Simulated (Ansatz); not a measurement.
**A convergence test on GaN (P6_3mc): k mesh of the density**

Aim: see how gap, energy and time of GaN (P6_3mc) follow the k mesh of the density.

Calculated with Ansatz 0.2.0; DFT, PBE, plane waves, PAW.

The database entry behind the starting cell has ideal inner coordinates that were not refined, so it need not match the best structure at ambient conditions.

### Step 1. The starting structure

It takes space group P6_3mc (No. 186, hexagonal). The conventional cell has a = 3.190 Å, b = 3.190 Å, c = 5.189 Å, α = 90.00°, β = 90.00°, γ = 120.00°. Nearest to Ga lie 4 N at 1.95 Å. Nearest to N lie 4 Ga at 1.95 Å. Farther neighbours and most contacts between anions are not listed.

The cell and positions come from the Crystallography Open Database and are kept as given unless a step says otherwise. The default PAW set here is soft_2. Its files were made with PBE.

### Step 2. k mesh of the density: 3×3×2

input.yaml reads:

```yaml
crystal:
  lattice:
    - [3.19, 0.0, 0.0]
    - [-1.595, 2.7626210381, 0.0]
    - [0.0, 0.0, 5.189]
  atoms:
    - { symbol: Ga, position: [0.6666666667, 0.3333333333, 0.0] }
    - { symbol: Ga, position: [0.3333333333, 0.6666666667, 0.5] }
    - { symbol: "N", position: [0.6666666667, 0.3333333333, 0.375] }
    - { symbol: "N", position: [0.3333333333, 0.6666666667, 0.875] }
kpoints:
  mp_grid: { grid: [3, 3, 2] }
  band_path:
    path:
      - [0.0, 0.0, 0.0]
      - [0.5, 0.0, 0.0]
      - [0.33333333, 0.33333333, 0.0]
      - [0.0, 0.0, 0.5]
      - [0.5, 0.0, 0.5]
      - [0.33333333, 0.33333333, 0.5]
    npoints: 1
hamiltonian:
  xc: pbe
scf:
  occupations: { method: fixed }
  n_extra_bands: 5
output:
  eigenvalues: true
```

Started as:

```bash
ansatz run input.yaml --threads 3 --pin off --max-ram 92160MiB --backend cuda --events-out ev --progress --plain --runs-dir out --devices 1 --max-vram 13GiB  # rebuilt from the run's record
```

Numbers of over 12 decimals in the logs are rounded to 6 here.

What it wrote:

```text
scf.n_extra_bands = 5 over 18 filled bands (N_el = 36.0): the run solves 23 bands
GPUs: using 1 of 1 available (devices: 1).
Engine: ansatz 0.2.0, x86_64-unknown-linux-gnu
Pseudopotentials: kind: paw
Pseudopotential: Ga, paw, valence charge 13, recommended cutoff 420 eV (normal), Ga.paw.azcp
Pseudopotential: N, paw, valence charge 5, recommended cutoff 420 eV (normal), N.paw.azcp
Functional definition: PBE
  parameter kappa = 0.804
  parameter beta = 0.066725
  exchange = pbe_x(kappa = kappa, mu = beta*pi^2/3)
  correlation = pbe_c(beta = beta)
device memory: the entry about to start is reckoned to put 1.6 GiB on a device that reports 76.9 GiB free (of which the cap on the GPU budget leaves the run 13.0 GiB)
GPU FFT provider: cuFFT
GPU libraries: cuBLAS 13.8.2, cuFFT 12.4.0, cuSOLVER 12.3.4
Crystal: 4 atoms, lattice volume = 45.729 Å³
Basis set: ecut = 420 eV, 917 PW (Γ)
Bands: 23, of which v1, the nominal top of the filled ones, is band 18 counted from 1 (17 counted from 0)
Symmetry: 12 space group operations
Space group: P63mc (ITA 186), of the structure as read, at distance tolerance 3.6e-5 Å
k-points: 6 of 18
Non-local potential: Ga, projectors of the file, l = 0: 2, l = 1: 2, l = 2: 3, l = 3: 1
Non-local potential: N, projectors of the file, l = 0: 2, l = 1: 2, l = 2: 1
PAW form: soft (Blöchl's): semilocal exchange-correlation on the pseudo side does not see the compensation charge
PAW one-centre angular grid: Ga, 590 points (default); XC on 64 Gauss nodes
PAW one-centre angular grid: N, 110 points (default); XC on 64 Gauss nodes
Initial density: superposition of atomic densities (neutral atoms: chi_scale 0, normalization atom), corrected by the library's trained network
Initial wavefunctions: pseudopotential atomic-orbital guess
GPU buffer pool allocated for 20736 grid points (all kernels)
GPU transforms: local potential and band sums: pruned to the plane-wave sphere, on 24×24×36
Functional: x = pbe(κ = 0.804, μ = 0.219515), c = pbe(β = 0.066725)
SCF iter   1: F=—  HF=-8335.519016 eV  |F-HF|=—  |Δ(HF+E_count)|=         —  Δρ=5.57e-3  dr2=1.19e-2  ethr=1.77e-3  ⟨swp⟩=4.0  Hψ=483  notcnv=0  defer=13
preconditioner: auto → Resta (q_TF=auto, 2.622 Å⁻¹)  ε∞=4.7  [insulator: Δε(μ)=1.883 eV  Ē_g=17.188 eV  n_scr=22 (ndim 8)  ℏωp=32.9 eV  f_vac=0.009  ε∞_Penn≈4.7]
SCF iter   2: F=—  HF=-8335.516817 eV  |F-HF|=—  |Δ(HF+E_count)|=   2.20e-3  Δρ=2.29e-3  dr2=1.17e-3  ethr=3.31e-5  ⟨swp⟩=2.0  Hψ=226  notcnv=0  defer=17
SCF iter   3: F=—  HF=-8335.517026 eV  |F-HF|=—  |Δ(HF+E_count)|=   2.09e-4  Δρ=1.02e-3  dr2=2.96e-4  ethr=3.26e-6  ⟨swp⟩=2.0  Hψ=149  notcnv=0  defer=17
SCF iter   4: F=—  HF=-8335.517185 eV  |F-HF|=—  |Δ(HF+E_count)|=   1.59e-4  Δρ=2.64e-4  dr2=2.79e-5  ethr=8.23e-7  ⟨swp⟩=2.2  Hψ=235  notcnv=0  defer=17
SCF iter   5: F=—  HF=-8335.517213 eV  |F-HF|=—  |Δ(HF+E_count)|=   2.84e-5  Δρ=1.29e-4  dr2=6.09e-6  ethr=7.76e-8  ⟨swp⟩=2.2  Hψ=236  notcnv=0  defer=6
SCF iter   6: F=—  HF=-8335.517220 eV  |F-HF|=—  |Δ(HF+E_count)|=   6.21e-6  Δρ=2.11e-5  dr2=1.88e-7  ethr=1.69e-8  ⟨swp⟩=2.3  Hψ=240  notcnv=0  defer=6
SCF iter   7: F=-8335.517220 eV  HF=-8335.517220 eV  |F-HF|=5.02e-9  |Δ(HF+E_count)|=   2.50e-7  Δρ=3.79e-6  dr2=6.73e-9  ethr=2.78e-10  ⟨swp⟩=7.2  Hψ=479  notcnv=0
SCF 1 converged in 7 iterations: F = -8335.517220 eV  dr2 = 6.73e-9
[...]
device memory: the entry about to start is reckoned to put 0.9 GiB on a device that reports 76.8 GiB free (of which the cap on the GPU budget leaves the run 13.0 GiB)
NSCF: frozen V_eff on 6 k-points
SCF converged after 7 iterations
Free energy (F): -8335.517220 eV
Harris-Foulkes:  -8335.517220 eV  (|F-HF|=5.02e-9)
Internal energy: -8335.517220 eV  (E = F + TS)
E sigma→0 (E₀):  -8335.517220 eV
Fermi energy:    9.776567 eV
--- Per-component energies (eV) ---
  E_band       = -9.310960
  E_kinetic    = 495.523703
  E_local      = -3907.491411  (includes V_loc(G=0)·N_el)
  E_nonlocal   = 949.087778
  E_hartree    = 1798.964838
  E_xc         = -257.486564
  E_vxc        = -268.172262  (∫ρ·V_xc dr)
  E_paw        = -4241.607147  (= ΣΔE_a)
  E_vpaw       = -876.187662  (= ΣTr[D̂ρ^β])
  E_aug_tail   = 0.000130  (compensation charges beyond the density's cutoff)
  E_ewald      = -3172.508547
  E_smearing   = -0.000000  (= −TS)
  E_closure    = -0.000000  (closes the sum)
  Σ components = -8335.517220   (vs F -8335.517220, Δ=0.00e0)
--- Band table (eV; the first three rows and the last of 6) ---
  k-point 0: bands = [... 14 lower, 8.7233, 9.7038, 9.7766, 9.7766, 11.6315, 13.9596, 18.9392, 19.5743, ... 1 higher]
  k-point 1: bands = [... 14 lower, 9.2366, 9.2366, 9.2366, 9.2366, 13.9635, 13.9635, 18.2053, 18.2053, ... 1 higher]
  k-point 2: bands = [... 14 lower, 5.8533, 7.3778, 8.4658, 9.0352, 14.5916, 15.4381, 16.4296, 18.1624, ... 1 higher]
  k-point 5: bands = [... 14 lower, 5.5699, 5.5699, 8.2672, 8.2672, 16.1299, 16.1299, 17.0352, 17.0352, ... 1 higher]
```

Run time: 4.5 s. Hardware: 1 × NVIDIA H100 80GB HBM3 (shared by 6 runs) with 3 threads of AMD EPYC 7R13 (Zen 3), shared host; peak memory 0.89 GiB; 2.5 s of CPU time.

Reading the cycles: dr2 is the Hartree energy of the density residual (eV), the measure of convergence; HF is the Harris–Foulkes estimate of the energy, which meets the free energy F at convergence.

Numbers from this step:

| Item | Value |
| --- | --- |
| gap | 1.855 eV |
| valence top at | Γ |
| conduction bottom at | Γ |
| least direct gap | 1.855 eV |

The gap is direct, at Γ.

### Step 3. k mesh of the density: 6×6×2

Changes to input.yaml since step 2:

```diff
@@ -11,3 +11,3 @@
 kpoints:
-  mp_grid: { grid: [3, 3, 2] }
+  mp_grid: { grid: [6, 6, 2] }
   band_path:
```

What it wrote:

```text
[...]
GPUs: using 1 of 1 available (devices: 1).
[...]
GPU FFT provider: cuFFT
GPU libraries: cuBLAS 13.8.2, cuFFT 12.4.0, cuSOLVER 12.3.4
Crystal: 4 atoms, lattice volume = 45.729 Å³
Basis set: ecut = 420 eV, 917 PW (Γ)
Bands: 23, of which v1, the nominal top of the filled ones, is band 18 counted from 1 (17 counted from 0)
[... 1 set-up line as in the run before ...]
[...]
k-points: 14 of 72
[...]
--- Band table (eV; the first three rows and the last of 14) ---
  k-point 0: bands = [... 14 lower, 8.6462, 9.6277, 9.6907, 9.6907, 11.5803, 13.9337, 18.8720, 19.5673, ... 1 higher]
  k-point 1: bands = [... 14 lower, 9.1555, 9.1555, 9.1555, 9.1555, 13.9159, 13.9159, 18.1710, 18.1710, ... 1 higher]
  k-point 2: bands = [... 14 lower, 7.9660, 8.1408, 9.3416, 9.4540, 13.1066, 15.2096, 17.8308, 18.6017, ... 1 higher]
  k-point 13: bands = [... 14 lower, 5.5180, 5.5180, 8.1988, 8.1988, 16.1065, 16.1065, 16.9873, 16.9873, ... 1 higher]
[key lines of the parts left out:]
SCF converged after 6 iterations
Free energy (F): -8335.811087 eV
Fermi energy:    9.690661 eV
```

Run time: 5.5 s. Hardware: 1 × NVIDIA H100 80GB HBM3 (shared by 6 runs) with 3 threads; peak memory 0.89 GiB.

Numbers from this step:

- gap: 1.890 eV
- valence top at: Γ
- conduction bottom at: Γ
- least direct gap: 1.890 eV

The gap is 1.890 eV, +0.035 eV from the run before at this level.

### Step 4. k mesh of the density: 12×12×4 (the default)

input.yaml, the sections that differ from step 3:

```yaml
kpoints:
  mp_grid: { grid: [12, 12, 4] }
  band_path:
    path:
      - [[0.0, 0.0, 0.0], [0.5, 0.0, 0.0], [0.33333333, 0.33333333, 0.0], [0.0, 0.0, 0.0], [0.0, 0.0, 0.5], [0.5, 0.0, 0.5], [0.33333333, 0.33333333, 0.5], [0.0, 0.0, 0.5]]
      - [[0.5, 0.0, 0.5], [0.5, 0.0, 0.0]]
      - [[0.33333333, 0.33333333, 0.5], [0.33333333, 0.33333333, 0.0]]
    npoints: 10
scf:
  occupations: { method: fermi_dirac, width: 0.02 }
  n_extra_bands: 5
output:
  eigenvalues: true
  write_density: true
  write_potential: true
  elf: true
  volumetric_format: npy
# crystal, hamiltonian: as in step 3
```

What it wrote:

```text
[...]
GPUs: using 1 of 1 available (devices: 1).
[...]
GPU FFT provider: cuFFT
GPU libraries: cuBLAS 13.8.2, cuFFT 12.4.0, cuSOLVER 12.3.4
Crystal: 4 atoms, lattice volume = 45.729 Å³
Basis set: ecut = 420 eV, 917 PW (Γ)
Bands: 23, of which v1, the nominal top of the filled ones, is band 18 counted from 1 (17 counted from 0)
[... 1 set-up line as in the run before ...]
[...]
--- Band table (eV; the first three rows and the last of 57) ---
  k-point 0: bands = [... 14 lower, 8.6450, 9.6255, 9.6893, 9.6893, 11.5790, 13.9333, 18.8698, 19.5672, ... 1 higher]
  k-point 1: bands = [... 14 lower, 8.7916, 8.7916, 9.5298, 9.5298, 12.7765, 14.0368, 18.4838, 19.2478, ... 1 higher]
  k-point 2: bands = [... 14 lower, 9.1543, 9.1543, 9.1543, 9.1543, 13.9149, 13.9149, 18.1697, 18.1697, ... 1 higher]
  k-point 56: bands = [... 14 lower, 5.5172, 5.5172, 8.1971, 8.1971, 16.1055, 16.1055, 16.9860, 16.9860, ... 1 higher]
[key lines of the parts left out:]
SCF converged after 6 iterations
Free energy (F): -8335.815653 eV
Fermi energy:    10.642687 eV
```

Run time: 5.8 s. Hardware: 1 × NVIDIA H100 80GB HBM3 (shared by 6 runs) with 3 threads; peak memory 0.9 GiB; 2.7 s of CPU time.

Numbers from this step:

* gap: 1.890 eV
* valence top at: Γ
* conduction bottom at: Γ
* least direct gap: 1.890 eV

The gap is 1.890 eV, as in the run before at this level.

### Step 5. k mesh of the density: 12×12×6

input.yaml, the sections that differ from step 4:

```yaml
kpoints:
  mp_grid: { grid: [12, 12, 6] }
  band_path:
    path:
      - [0.0, 0.0, 0.0]
      - [0.5, 0.0, 0.0]
      - [0.33333333, 0.33333333, 0.0]
      - [0.0, 0.0, 0.5]
      - [0.5, 0.0, 0.5]
      - [0.33333333, 0.33333333, 0.5]
    npoints: 1
scf:
  occupations: { method: fixed }
  n_extra_bands: 5
output:
  eigenvalues: true
# crystal, hamiltonian: as in step 4
```

What it wrote:

```text
[...]
GPUs: using 1 of 1 available (devices: 1).
[...]
GPU FFT provider: cuFFT
GPU libraries: cuBLAS 13.8.2, cuFFT 12.4.0, cuSOLVER 12.3.4
Crystal: 4 atoms, lattice volume = 45.729 Å³
Basis set: ecut = 420 eV, 917 PW (Γ)
Bands: 23, of which v1, the nominal top of the filled ones, is band 18 counted from 1 (17 counted from 0)
[... 1 set-up line as in the run before ...]
[...]
--- Band table (eV; the first three rows and the last of 76) ---
  k-point 0: bands = [... 14 lower, 8.6450, 9.6254, 9.6893, 9.6893, 11.5790, 13.9333, 18.8697, 19.5672, ... 1 higher]
  k-point 1: bands = [... 14 lower, 8.7120, 8.8169, 9.6161, 9.6161, 12.2608, 13.9868, 18.6793, 19.5996, ... 1 higher]
  k-point 2: bands = [... 14 lower, 8.8966, 8.8966, 9.4184, 9.4184, 13.2562, 14.0707, 18.2869, 18.7409, ... 1 higher]
  k-point 75: bands = [... 14 lower, 5.5172, 5.5172, 8.1970, 8.1970, 16.1055, 16.1055, 16.9860, 16.9860, ... 1 higher]
[key lines of the parts left out:]
SCF converged after 6 iterations
Free energy (F): -8335.815740 eV
Fermi energy:    9.689348 eV
```

It took 9.5 s on 1 × NVIDIA H100 80GB HBM3 (shared by 6 runs) with 3 threads; peak memory 0.89 GiB; 3.3 s of CPU time.

Numbers from this step:

```
gap                  : 1.890 eV
valence top at       : Γ
conduction bottom at : Γ
least direct gap     : 1.890 eV
```

The gap is 1.890 eV, as in the run before at this level.

### Step 6. The series

Differences are against the last row; a negative gap means that bands overlap, and a run with a band path holds that path's time. Times are wall times on 1 × NVIDIA H100 80GB HBM3 (shared by 6 runs) with 3 threads of AMD EPYC 7R13 (Zen 3), shared host, good to a factor of about two.

| k mesh of the density | gap (eV) | direct gap (eV) | gap error (eV) | energy error (meV/atom) | irreducible k | time |
| --- | --- | --- | --- | --- | --- | --- |
| 3×3×2 | 1.855 | 1.855 | −0.035 | +74.6 | 6 | 4.5 s |
| 6×6×2 | 1.890 | 1.890 | +0.000 | +1.2 | 14 | 5.5 s |
| 12×12×4 | 1.890 | 1.890 | +0.000 | +0.0 | 57 | 5.8 s |
| 12×12×6 | 1.890 | 1.890 | +0.000 | +0.0 | 76 | 9.5 s |

### Step 7. Summary of results

```json
{
  "3×3×2": "1.855 eV",
  "6×6×2": "1.890 eV",
  "12×12×4": "1.890 eV",
  "12×12×6": "1.890 eV"
}
```

What this shows: The gap holds to 0.02 eV from 6×6×2 on. At 3×3×2 the gap is off by −0.035 eV and the energy by +75 meV/atom. The gap is read over the mesh and added points near the edges, so meshes differ mainly through the density and, for a hybrid, the exchange operator.

[Paths, hosts, dates, memory and timing lines, banners, echoed tables and standing remarks are left out of the program output.]

[Logs are printed without paths, hosts, clocks, repeated set-up lines and the standing remarks that a program may print on its own settings, such as how far it seeks lower states.]

[Runs of the session that timed out or met a known fault of the program may be left out.]

[Cells called generated may have been cut or substituted from an entry of the Crystallography Open Database or the Materials Project.]

[Hosts, paths, dates, database ids (printed as entryN), source tags and the programs' standing remarks are cut or masked in the printed files.]
